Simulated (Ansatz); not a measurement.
**Structural relaxation of random alloy of the hcp Ru-Mo line, x = 0.3125 (64 atoms)**

How does random alloy of the hcp Ru-Mo line, x = 0.3125 (64 atoms) relax, and what do bonds, charges and levels look like afterwards?

Main program and level: Ansatz 0.2.0; Kohn-Sham DFT, PBE, PAW (set soft_2), plane waves.

## Step 1: Set-up

The cell holds 64 atoms: 20 Mo and 44 Ru. Cell: a = 10.954 Å, b = 10.954 Å, c = 8.760 Å, α = 90.0°, β = 90.0°, γ = 120.0°. It derives from Ru (hcp Ru-Mo) and Mo, repeated 4×4×2. Hcp Ru-Mo: 64 atoms, 20 of 64 Ru sites given to Mo at random, cell and internal coordinates interpolated linearly between the end members (Vegard's rule); not relaxed, displaced by a Gaussian of 0.02 Å. Lattice constants are starting values near those of PBE.

Limits known from the start: The host structure and its lattice constant were typed by rule, without a check against the phase diagram.

## Step 2: Single point at the start

A single point comes first, to see the forces before anything moves.

File input.yaml:

```yaml
crystal:
  lattice:
    - [10.9539, 0.0, 0.0]
    - [-5.47695, 9.48636, 0.0]
    - [0.0, 0.0, 8.76032]
  atoms:
    - { symbol: Mo, position: [0.00232, 0.99871, 0.99879] }
    - { symbol: Ru, position: [0.08229, 0.16849, 0.24475] }
    - { symbol: Ru, position: [0.00238, 0.9984, 0.50073] }
    - { symbol: Mo, position: [0.08442, 0.16975, 0.7453] }
    - { symbol: Mo, position: [0.99901, 0.24919, 0.00259] }
    - { symbol: Mo, position: [0.08114, 0.4163, 0.248] }
    - { symbol: Ru, position: [0.00069, 0.25123, 0.49749] }
    - { symbol: Ru, position: [0.08637, 0.41857, 0.75115] }
    - { symbol: Ru, position: [0.00092, 0.49856, 0.99972] }
    - { symbol: Ru, position: [0.08134, 0.6661, 0.25121] }
    - { symbol: Ru, position: [0.99832, 0.49916, 0.49843] }
    - { symbol: Ru, position: [0.08108, 0.66525, 0.74997] }
    - { symbol: Mo, position: [0.99821, 0.75049, 0.00379] }
    - { symbol: Ru, position: [0.08449, 0.91626, 0.24797] }
    - { symbol: Ru, position: [0.00042, 0.75357, 0.50012] }
    - { symbol: Ru, position: [0.08237, 0.91707, 0.75479] }
    - { symbol: Ru, position: [0.25087, 0.0013, 0.00069] }
    - { symbol: Ru, position: [0.33149, 0.16426, 0.2492] }
    - { symbol: Ru, position: [0.25024, 0.00124, 0.50192] }
    - { symbol: Ru, position: [0.33533, 0.16727, 0.75202] }
    - { symbol: Ru, position: [0.24994, 0.25264, 0.00117] }
    - { symbol: Ru, position: [0.3333, 0.4177, 0.24983] }
    - { symbol: Ru, position: [0.25367, 0.2532, 0.50499] }
    - { symbol: Ru, position: [0.32926, 0.41362, 0.74885] }
    - { symbol: Ru, position: [0.25122, 0.50185, 0.00072] }
    - { symbol: Mo, position: [0.32932, 0.66602, 0.25189] }
    - { symbol: Ru, position: [0.25122, 0.50161, 0.49949] }
    - { symbol: Ru, position: [0.33316, 0.66706, 0.75094] }
    - { symbol: Ru, position: [0.25049, 0.75025, 0.99847] }
    - { symbol: Ru, position: [0.33415, 0.91692, 0.25258] }
    - { symbol: Ru, position: [0.25238, 0.75039, 0.49914] }
    - { symbol: Mo, position: [0.33261, 0.91756, 0.75018] }
    - { symbol: Ru, position: [0.49942, 9.0e-05, 0.99858] }
    - { symbol: Mo, position: [0.58414, 0.16572, 0.2528] }
    - { symbol: Ru, position: [0.50136, 0.00125, 0.4975] }
    - { symbol: Ru, position: [0.58442, 0.16823, 0.74782] }
    - { symbol: Mo, position: [0.49955, 0.25007, 0.99687] }
    - { symbol: Mo, position: [0.5848, 0.41845, 0.24804] }
    - { symbol: Mo, position: [0.49926, 0.24723, 0.49991] }
    - { symbol: Mo, position: [0.58157, 0.41903, 0.75093] }
    - { symbol: Ru, position: [0.49914, 0.49837, 0.00291] }
    - { symbol: Ru, position: [0.58497, 0.66275, 0.25282] }
    - { symbol: Mo, position: [0.50333, 0.50071, 0.49726] }
    - { symbol: Mo, position: [0.58472, 0.66629, 0.74862] }
    - { symbol: Mo, position: [0.49833, 0.75116, 0.00181] }
    - { symbol: Ru, position: [0.58274, 0.91776, 0.24739] }
    - { symbol: Mo, position: [0.50151, 0.7501, 0.49957] }
    - { symbol: Mo, position: [0.58406, 0.9185, 0.75171] }
    - { symbol: Ru, position: [0.75111, 0.00029, 0.00018] }
    - { symbol: Ru, position: [0.83471, 0.16716, 0.25156] }
    - { symbol: Ru, position: [0.74687, 0.99487, 0.50237] }
    - { symbol: Ru, position: [0.83779, 0.1676, 0.74977] }
    - { symbol: Ru, position: [0.74963, 0.24975, 4.0e-05] }
    - { symbol: Ru, position: [0.83074, 0.41558, 0.24772] }
    - { symbol: Ru, position: [0.75014, 0.24937, 0.50113] }
    - { symbol: Ru, position: [0.83405, 0.41875, 0.75049] }
    - { symbol: Mo, position: [0.752, 0.496, 0.99852] }
    - { symbol: Ru, position: [0.83764, 0.672, 0.24943] }
    - { symbol: Ru, position: [0.74984, 0.49952, 0.50304] }
    - { symbol: Ru, position: [0.83353, 0.6681, 0.74927] }
    - { symbol: Mo, position: [0.74801, 0.75066, 0.00115] }
    - { symbol: Mo, position: [0.83558, 0.91643, 0.24859] }
    - { symbol: Ru, position: [0.75128, 0.75051, 0.50064] }
    - { symbol: Ru, position: [0.83442, 0.91911, 0.75084] }
kpoints:
  mp_grid: { grid: [2, 2, 2] }
hamiltonian:
  xc: pbe
scf:
  occupations: { method: fermi_dirac, width: 0.1 }
output:
  forces: true
```

Launch:

```sh
$ ansatz run input.yaml --threads 6 --pin off --max-ram 102400MiB --backend cuda --events-out ev --progress --plain --runs-dir out
```

Numbers of over 12 decimals in the logs are rounded to 6 here.

The program printed:

```text
Engine: ansatz 0.2.0, x86_64-unknown-linux-gnu
Pseudopotentials: kind: paw
Pseudopotential: Mo, paw, valence charge 14, recommended cutoff 420 eV (normal), Mo.paw.azcp
Pseudopotential: Ru, paw, valence charge 16, recommended cutoff 420 eV (normal), Ru.paw.azcp
[... 5 lines on functional and potentials left out ...]
concurrent solve slots: 4 of 6 are kept, ahead of what memory takes: no pass of the eigensolver takes more rounds on 4
device memory: the entry about to start is reckoned to put 14.8 GiB on a device that reports 73.8 GiB free
GPU FFT provider: cuFFT
GPU libraries: cuBLAS 13.8.2, cuFFT 12.4.0, cuSOLVER 12.3.4
Crystal: 64 atoms, lattice volume = 910.308 Å³
Basis set: ecut = 420 eV, 17861 PW (Γ), exchange–correlation on 150×150×120 points (8 copies of the dense FFT grid, shifted against one another)
Bands: 591, of which v1, the nominal top of the filled ones, is band 492 counted from 1 (491 counted from 0)
Symmetry: 1 space group operations
Space group: P1 (ITA 1), of the structure as read, at distance tolerance 9.7e-5 Å
k-points: 8
[... 5 lines on functional and potentials left out ...]
Initial density: superposition of atomic densities (neutral atoms: chi_scale 0, normalization atom), corrected by the library's trained network
Initial wavefunctions: pseudopotential atomic-orbital guess
GPU buffer pool allocated for 337500 grid points (all kernels)
GPU transforms: local potential and band sums: pruned to the plane-wave sphere, on 75×75×60
Functional: x = pbe(κ = 0.804, μ = 0.219515), c = pbe(β = 0.066725)
SCF iter   1: F=—  HF=-357781.206608 eV  |F-HF|=—  |Δ(HF+E_count)|=         —  Δρ=9.58e-3  dr2=1.53e0  ethr=1.77e-3  ⟨swp⟩=5.0  Hψ=14558  notcnv=0
preconditioner: auto → Kerker (q_TF=auto, 2.764 Å⁻¹)  [metal: Δε(μ)=0.012 eV  Ē_g=4.514 eV  σ=0.100 eV  W_gap=0.03  n_scr=306 (ndim 8)  ℏωp=26.7 eV  f_vac=0.000  D(μ)=65.94/eV (n_scr^D=730)]
SCF iter   2: F=—  HF=-357781.196840 eV  |F-HF|=—  |Δ(HF+E_count)|=   9.77e-3  Δρ=5.24e-3  dr2=4.96e-1  ethr=1.56e-4  ⟨swp⟩=1.0  Hψ=5440  notcnv=0
SCF iter   3: F=—  HF=-357781.191756 eV  |F-HF|=—  |Δ(HF+E_count)|=   5.08e-3  Δρ=6.24e-4  dr2=8.48e-3  ethr=5.04e-5  ⟨swp⟩=1.0  Hψ=4712  notcnv=0
SCF iter   4: F=—  HF=-357781.193410 eV  |F-HF|=—  |Δ(HF+E_count)|=   1.65e-3  Δρ=1.35e-4  dr2=4.75e-4  ethr=8.62e-7  ⟨swp⟩=2.9  Hψ=8751  notcnv=0
SCF iter   5: F=—  HF=-357781.189061 eV  |F-HF|=—  |Δ(HF+E_count)|=   4.35e-3  Δρ=4.62e-5  dr2=5.64e-5  ethr=4.83e-8  ⟨swp⟩=1.4  Hψ=4715  notcnv=0
SCF iter   6: F=—  HF=-357781.191109 eV  |F-HF|=—  |Δ(HF+E_count)|=   2.05e-3  Δρ=1.70e-5  dr2=4.30e-6  ethr=5.73e-9  ⟨swp⟩=2.1  Hψ=6739  notcnv=0
SCF iter   7: F=—  HF=-357781.191109 eV  |F-HF|=—  |Δ(HF+E_count)|=   2.40e-7  Δρ=4.28e-6  dr2=2.74e-7  ethr=4.37e-10  ⟨swp⟩=2.2  Hψ=7567  notcnv=0
SCF iter   8: F=-357781.191109 eV  HF=-357781.191109 eV  |F-HF|=3.78e-9  |Δ(HF+E_count)|=   2.65e-8  Δρ=7.29e-7  dr2=6.89e-9  ethr=1.02e-11  ⟨swp⟩=3.0  Hψ=12718  notcnv=0
SCF 1 converged in 8 iterations: F = -357781.191109 eV  dr2 = 6.89e-9
  greatest PAW one-centre occupation: 0.998 electrons in one spin orbital (limit 2), on the Mo atom at site 43 (counted from 0), in its partial waves of l = 0
SCF converged after 8 iterations
Free energy (F): -357781.191109 eV
Harris-Foulkes:  -357781.191109 eV  (|F-HF|=3.78e-9)
Internal energy: -357779.023120 eV  (E = F + TS)
E sigma→0 (E₀):  -357780.107115 eV
Entropy (-TS):   -2.167989 eV (-33.875 meV/atom)
Fermi energy:    22.447344 eV
--- Per-component energies (eV) ---
  E_band       = -3541.202067
  E_kinetic    = 31487.422638
  E_local      = -72673.225778  (includes V_loc(G=0)·N_el)
  E_nonlocal   = 17958.721013
  E_hartree    = 23725.829770
  E_xc         = -12066.616599
  E_vxc        = -15123.350318  (∫ρ·V_xc dr)
  E_paw        = -216303.530781  (= ΣΔE_a)
  E_vpaw       = -12642.419956  (= ΣTr[D̂ρ^β])
  E_aug_tail   = -0.007125  (compensation charges beyond the density's cutoff)
  E_ewald      = -129907.616258
  E_smearing   = -2.167989  (= −TS)
  E_closure    = -0.000000  (closes the sum)
  Σ components = -357781.191109   (vs F -357781.191109, Δ=0.00e0)
--- Forces (eV/Å), atoms counted from 1 ---
  atom   1  Mo     0.01917998     0.40860513     0.00245761
  atom   2  Ru     0.71908694    -0.07749892     0.99460333
  atom   3  Ru    -0.29977684     0.31519989    -0.12926088
  atom   4  Mo     0.30746741    -0.14572485    -0.62468865
  atom   5  Mo    -0.27657882     0.14098020    -0.33049632
  atom   6  Mo    -0.17819420     0.07160440     0.71865224
  atom   7  Ru     0.01607837    -0.08714674     0.19701572
  atom   8  Ru    -0.49031744     0.07594766    -0.36660446
  atom   9  Ru     0.08173874     0.30023162    -0.20845850
  atom  10  Ru    -0.16670675     0.16010457     0.28298931
  atom  11  Ru     0.17215128     0.17973223     0.12543871
  atom  12  Ru    -0.07593864     0.03019763    -0.25725919
  atom  13  Mo     0.98058618    -0.18369307    -0.37314265
  atom  14  Ru     0.08507501     0.03085724     0.51174224
[...]
atom  63  Ru     0.53569116     0.21945939     0.04578466
  atom  64  Ru    -0.05380517    -0.16434981    -0.51996709
  max |Σ_I F_I| component: 1.45e-5 eV/Å
```

The job ended after 3.8 s (1 × NVIDIA H100 80GB HBM3 with 6 threads of AMD EPYC 7R13 (Zen 3), shared host; peak memory 1.3 GiB; 7.3 s of CPU time).

In the SCF lines HF is the Harris–Foulkes energy and dr2 the Hartree energy of the density residual, in eV; the loop may stop once dr2 is under the threshold and the program's other checks hold. Hψ counts applications of the Hamiltonian.

That memory is the host's; the program planned up to 14.8 GiB on the GPU.

The run gave:

* free energy: -357781.1911 eV
* free energy per atom: -5590.3311 eV/atom
* SCF cycles: 8
* r.m.s. force component: 0.3446 eV/Å
* longest force: 1.23 eV/Å
* Fermi energy: 22.45 eV

The r.m.s. force component of 0.34 eV/Å sets the starting point.

Length of the force by element:

| element | coordination | atoms | mean length of the force (eV/Å) | spread | least | most |
| --- | --- | --- | --- | --- | --- | --- |
| Mo | all | 20 | 0.612 | 0.218 | 0.307 | 1.07 |
| Ru | all | 44 | 0.529 | 0.216 | 0.216 | 1.23 |

## Step 3: Cell and atoms relaxed

The cell is relaxed with the atoms, since the starting lattice needn't suit this functional.

input.yaml: that of step 2 with these lines changed.

```diff
@@ -15 +15,5 @@
   forces: true
+relax:
+  f_tol: 0.04
+  max_steps: 150
+  cell: {}
```

The program printed:

```text
[...]
GPU FFT provider: cuFFT
GPU libraries: cuBLAS 13.8.2, cuFFT 12.4.0, cuSOLVER 12.3.4
Crystal: 64 atoms, lattice volume = 910.308 Å³
Basis set: ecut = 420 eV, 17861 PW (Γ), exchange–correlation on 150×150×120 points (8 copies of the dense FFT grid, shifted against one another)
Bands: 591, of which v1, the nominal top of the filled ones, is band 492 counted from 1 (491 counted from 0)
Symmetry: 1 space group operations
[...]
k-points: 8
[...]
GPU buffer pool allocated for 337500 grid points (all kernels)
[...]
SCF iter   1: F=—  HF=-357781.206606 eV  |F-HF|=—  |Δ(HF+E_count)|=         —  Δρ=9.58e-3  dr2=1.53e0  ethr=1.77e-3  ⟨swp⟩=5.0  Hψ=14558  notcnv=0
[...]
SCF iter   8: F=-357781.191109 eV  HF=-357781.191109 eV  |F-HF|=4.02e-9  |Δ(HF+E_count)|=   2.63e-8  Δρ=7.32e-7  dr2=7.08e-9  ethr=1.02e-11  ⟨swp⟩=3.0  Hψ=12718  notcnv=0
SCF 1 converged in 8 iterations: F = -357781.191109 eV  dr2 = 7.08e-9
[...]
relax step   1: F+E_penalty+E_count = -357781.19110920 eV  Δ(F+E_penalty+E_count) = +0.000e0 eV  max|allowed force component| = 9.946e-1 eV/Å  Δτ_max = 0.0000 Å  P = +3.966 GPa  Ω = 910.308 Å³  (8 SCF iters, dr2 threshold 1.00e-7 eV, accepted)
[...]
relax step   2: F+E_penalty+E_count = -357781.62596358 eV  Δ(F+E_penalty+E_count) = -4.349e-1 eV  max|allowed force component| = 4.588e-1 eV/Å  Δτ_max = 0.1091 Å  P = -5.209 GPa  Ω = 940.938 Å³  energy of the carried Pulay correction = -1.185e-2 eV  (7 SCF iters, dr2 threshold 6.40e-6 eV, accepted)
[...]
relax step   3: F+E_penalty+E_count = -357782.18479347 eV  Δ(F+E_penalty+E_count) = -5.588e-1 eV  max|allowed force component| = 1.740e-1 eV/Å  Δτ_max = 0.0333 Å  P = -0.737 GPa  Ω = 924.532 Å³  energy of the carried Pulay correction = -5.551e-3 eV  (6 SCF iters, dr2 threshold 6.40e-6 eV, accepted)
[...]
relax step   4: F+E_penalty+E_count = -357782.18853670 eV  Δ(F+E_penalty+E_count) = -3.743e-3 eV  max|allowed force component| = 3.260e-1 eV/Å  Δτ_max = 0.0552 Å  P = +0.402 GPa  Ω = 921.238 Å³  energy of the carried Pulay correction = -4.273e-3 eV  (6 SCF iters, dr2 threshold 2.25e-6 eV, accepted)
[...]
relax step   5: F+E_penalty+E_count = -357782.22274259 eV  Δ(F+E_penalty+E_count) = -3.421e-2 eV  max|allowed force component| = 5.317e-2 eV/Å  Δτ_max = 0.0458 Å  P = -0.029 GPa  Ω = 922.305 Å³  energy of the carried Pulay correction = -4.688e-3 eV  (6 SCF iters, dr2 threshold 6.40e-6 eV, accepted)
[...]
relax step   6: F+E_penalty+E_count = -357782.22514932 eV  Δ(F+E_penalty+E_count) = -2.407e-3 eV  max|allowed force component| = 1.213e-2 eV/Å  Δτ_max = 0.0106 Å  P = -0.004 GPa  Ω = 922.247 Å³  energy of the carried Pulay correction = -4.665e-3 eV  (6 SCF iters, dr2 threshold 1.77e-7 eV, accepted)
[...]
relax step   7: F+E_penalty+E_count = -357782.22945334 eV  Δ(F+E_penalty+E_count) = -4.304e-3 eV  max|allowed force component| = 1.215e-2 eV/Å  Δτ_max = 0.0000 Å  P = -0.010 GPa  Ω = 922.247 Å³  stress off target by 3.75e-2 GPa  SCF on the basis re-selected at this cell (its energy is not comparable with the rows above)  (8 SCF iters)
basis re-selected at this cell: Δ(F+E_penalty+E_count) = -4.304e-3 eV, ΔP = -0.005 GPa vs the last step (what re-selecting the basis moved, of the pressure what is left beyond the Pulay correction that the steps carried, after the strain that the cell walked since its last selection, [...]
SCF converged after 8 iterations
Free energy (F): -357782.229453 eV
[...]
Internal energy: -357780.075687 eV  (E = F + TS)
E sigma→0 (E₀):  -357781.152570 eV
Entropy (-TS):   -2.153766 eV (-33.653 meV/atom)
Fermi energy:    22.110876 eV
[...]
--- Forces (eV/Å), atoms counted from 1 ---
  atom   1  Mo    -0.01140126     0.00683150    -0.00029332
  atom   2  Ru     0.00496699     0.00305551     0.00207315
  atom   3  Ru     0.00387626     0.00323264     0.00337039
  atom   4  Mo    -0.00421550    -0.00457706    -0.00105977
  atom   5  Mo    -0.00424990    -0.00303562     0.00146391
  atom   6  Mo     0.00217773     0.00116219    -0.00373578
  atom   7  Ru     0.00350188     0.00355226     0.00219921
  atom   8  Ru    -0.00327730    -0.00051371     0.00272837
  atom   9  Ru    -0.00320306     0.00686852    -0.00287993
  atom  10  Ru     0.00713996     0.00522243     0.00273473
  atom  11  Ru    -0.00263384    -0.00316443    -0.00101247
  atom  12  Ru    -0.00119527    -0.01038884    -0.00003975
  atom  13  Mo     0.00734869    -0.00285977    -0.00420831
  atom  14  Ru     0.00319553    -0.00260543     0.00746929
[...]
atom  63  Ru     0.00209737     0.00081509     0.00070862
  atom  64  Ru     0.00523285     0.00758449     0.00492631
  max |Σ_I F_I| component: 3.54e-8 eV/Å
--- Stress (GPa, compression-positive) ---
       -0.013895      -0.005480       0.005047
       -0.005480      -0.018911       0.025033
        0.005047       0.025033       0.003169
  P = ⅓ Tr σ = -0.0099 GPa (-0.099 kbar)
--- Band table (eV; the first three rows and the last of 8) ---
[...]
--- Relaxed structure (6 steps of the walk, 6 accepted, 1 SCFs on fresh bases) ---
  F+E_penalty+E_count = -357782.22945334 eV   max|allowed force component| = 1.215e-2 eV/Å   (the final SCF, on the basis selected at the relaxed cell)
  cell:  # Å, volume = 922.2471 Å³
    - [11.050225, 0.00612999, -0.00360166]
    - [-5.519804, 9.540002, 0.000337612]
    - [-0.00288041, -0.00135123, 8.745575]
  atoms:
    - { symbol: Mo, position: [0.00459302, 1.001472, 0.999577] }
    - { symbol: Ru, position: [0.085965, 0.167960, 0.252871] }
    - { symbol: Ru, position: [0.00139328, 0.999495, 0.499137] }
    - { symbol: Mo, position: [0.087098, 0.169095, 0.740848] }
[...]
- { symbol: Ru, position: [0.836151, 0.919533, 0.746404] }
```

The job ended after 18 s (1 × NVIDIA H100 80GB HBM3 with 6 threads; peak memory 1.4 GiB; 41 s of CPU time).

That memory is the host's; the program planned up to 15 GiB on the GPU.

The program notes that the band table was not solved further than the SCF left it.

Relaxation path:

| step | energy less that of the first step (eV) | largest force component (eV/Å) | pressure (GPa) | volume (Å³) |
| --- | --- | --- | --- | --- |
| 1 | 0.0000 | 0.9946 | 3.97 | 910.31 |
| 2 | -0.4349 | 0.4588 | -5.21 | 940.94 |
| 3 | -0.9937 | 0.1740 | -0.74 | 924.53 |
| 4 | -0.9974 | 0.3260 | 0.40 | 921.24 |
| 5 | -1.0316 | 0.0532 | -0.03 | 922.31 |
| 6 | -1.0340 | 0.0121 | 0.00 | 922.25 |
| 7* | -1.0383 | 0.0122 | -0.01 | 922.25 |

Relaxation steps marked * repeat the geometry before them on a plane-wave basis chosen anew for their cell, so energy and pressure can jump there.

| cell as run | before | after | change |
| --- | --- | --- | --- |
| a (Å) | 10.954 | 11.050 | +0.9 % |
| b (Å) | 10.954 | 11.022 | +0.6 % |
| c (Å) | 8.760 | 8.746 | -0.2 % |
| β (°) | 90.00 | 90.04 | +0.0 % |
| γ (°) | 120.00 | 120.02 | +0.0 % |
| volume (Å³/atom) | 14.22 | 14.41 | +1.3 % |

The atoms that moved most (Å, as changes of fractional coordinates times the final cell):

| atom | dx | dy | dz | length |
| --- | --- | --- | --- | --- |
| Mo62 | -0.034 | 0.015 | 0.088 | 0.096 |
| Mo43 | -0.080 | -0.039 | -0.009 | 0.089 |
| Mo13 | 0.080 | -0.008 | -0.036 | 0.088 |
| Mo48 | 0.084 | 0.009 | 0.004 | 0.085 |
| Ru2 | 0.043 | -0.005 | 0.071 | 0.083 |
| Ru16 | 0.040 | -0.016 | -0.058 | 0.072 |
| Mo39 | -0.024 | -0.015 | 0.064 | 0.070 |
| Ru51 | 0.007 | 0.066 | -0.020 | 0.070 |

The relaxation changed the energy by -16.2 meV/atom, and atoms moved by 0.048 Å r.m.s., 0.096 Å at most.

## Step 4: Structure statistics after relaxation

Bonds before and after, by the cutoffs listed below:

| pair | bonds before | bonds after | mean before (Å) | mean after (Å) | spread before (Å) | spread after (Å) |
| --- | --- | --- | --- | --- | --- | --- |
| Ru-Ru | 182 | 182 | 2.721 | 2.721 | 0.030 | 0.035 |
| Ru-Mo | 164 | 164 | 2.719 | 2.737 | 0.035 | 0.048 |
| Mo-Mo | 38 | 38 | 2.724 | 2.765 | 0.031 | 0.055 |

Density 11.5 g/cm³, 14.41 Å³ an atom.

g(r), total and by pair (bins of 0.1 Å):

| r (Å) | total | Ru-Ru | Ru-Mo | Mo-Mo |
| --- | --- | --- | --- | --- |
| 2.55 | 0.00 | 0.00 | 0.00 | 0.00 |
| 2.65 | 5.07 | 6.26 | 4.34 | 2.58 |
| 2.75 | 12.20 | 12.30 | 12.40 | 11.10 |
| 2.85 | 1.16 | 0.10 | 1.56 | 4.57 |
| 2.95 | 0.00 | 0.00 | 0.00 | 0.00 |
| 3.05 | 0.00 | 0.00 | 0.00 | 0.00 |
| 3.15 | 0.00 | 0.00 | 0.00 | 0.00 |
| 3.25 | 0.00 | 0.00 | 0.00 | 0.00 |
| 3.35 | 0.00 | 0.00 | 0.00 | 0.00 |
| 3.45 | 0.00 | 0.00 | 0.00 | 0.00 |
| 3.55 | 0.00 | 0.00 | 0.00 | 0.00 |
| 3.65 | 0.00 | 0.00 | 0.00 | 0.00 |
| 3.75 | 0.15 | 0.11 | 0.12 | 0.52 |
| 3.85 | 3.72 | 3.77 | 3.93 | 2.48 |
| 3.95 | 0.74 | 0.54 | 0.97 | 0.71 |
| 4.05 | 0.00 | 0.00 | 0.00 | 0.00 |
| 4.15 | 0.00 | 0.00 | 0.00 | 0.00 |
| 4.25 | 0.08 | 0.00 | 0.09 | 0.41 |
| 4.35 | 0.83 | 0.92 | 0.88 | 0.20 |
| 4.45 | 0.27 | 0.27 | 0.25 | 0.37 |
| 4.55 | 0.02 | 0.00 | 0.00 | 0.18 |
| 4.65 | 0.54 | 0.31 | 0.57 | 1.52 |
| 4.75 | 7.21 | 7.73 | 6.94 | 5.86 |
| 4.85 | 1.35 | 1.04 | 1.68 | 1.42 |
| 4.95 | 0.01 | 0.00 | 0.00 | 0.15 |
| 5.05 | 0.18 | 0.03 | 0.26 | 0.57 |
| 5.15 | 3.99 | 4.35 | 3.89 | 2.62 |
| 5.25 | 0.97 | 0.67 | 1.22 | 1.34 |
| 5.35 | 0.03 | 0.00 | 0.00 | 0.26 |
| 5.45 | 0.77 | 0.71 | 0.84 | 0.74 |
| 5.55 | 1.45 | 1.53 | 1.36 | 1.43 |
| 5.65 | 0.03 | 0.05 | 0.00 | 0.11 |
| 5.75 | 0.00 | 0.00 | 0.00 | 0.00 |
| 5.85 | 0.00 | 0.00 | 0.00 | 0.00 |
| 5.95 | 0.00 | 0.00 | 0.00 | 0.00 |
| 6.05 | 0.38 | 0.16 | 0.63 | 0.30 |
| 6.15 | 3.04 | 3.41 | 2.63 | 3.01 |
| 6.25 | 0.23 | 0.12 | 0.28 | 0.57 |
| 6.35 | 0.12 | 0.00 | 0.23 | 0.27 |
| 6.45 | 2.34 | 2.50 | 2.50 | 0.88 |
| 6.55 | 0.81 | 0.57 | 1.02 | 1.12 |
| 6.65 | 0.39 | 0.17 | 0.54 | 0.82 |
| 6.75 | 2.45 | 2.91 | 2.04 | 2.02 |
| 6.85 | 0.18 | 0.00 | 0.32 | 0.47 |

Neighbours by pair of elements; one cutoff, the widest of the pairs' first minima of g(r), serves all pairs of this metal:

| pair A-B | cutoff (Å) | bonds | mean length (Å) | spread (Å) | shortest (Å) | B about A | A about B |
| --- | --- | --- | --- | --- | --- | --- | --- |
| Ru-Ru | 3.23 | 182 | 2.72 | 0.035 | 2.64 | 8.27 | 8.27 |
| Ru-Mo | 3.23 | 164 | 2.74 | 0.048 | 2.63 | 3.73 | 8.2 |
| Mo-Mo | 3.23 | 38 | 2.77 | 0.055 | 2.64 | 3.8 | 3.8 |

How many atoms have how many bonded neighbours:

| element | mean | 12 |
| --- | --- | --- |
| Mo | 12 | 20 |
| Ru | 12 | 44 |

For some of the pairs, g(r) has its first main peak near 2.72 Å (Ru-Ru), 2.74 Å (Ru-Mo) and 2.77 Å (Mo-Mo). With the cutoffs above, all Mo atoms have 12 and all Ru atoms have 12 bonded neighbours.

[end of part 1 of 3]

[Logs are printed without paths, hosts, clocks, repeated set-up lines and the standing remarks that a program may print on its own settings, such as how far it seeks lower states.]

[Hosts, paths, dates, database ids (printed as entryN), source tags and the programs' standing remarks are cut or masked in the printed files.]
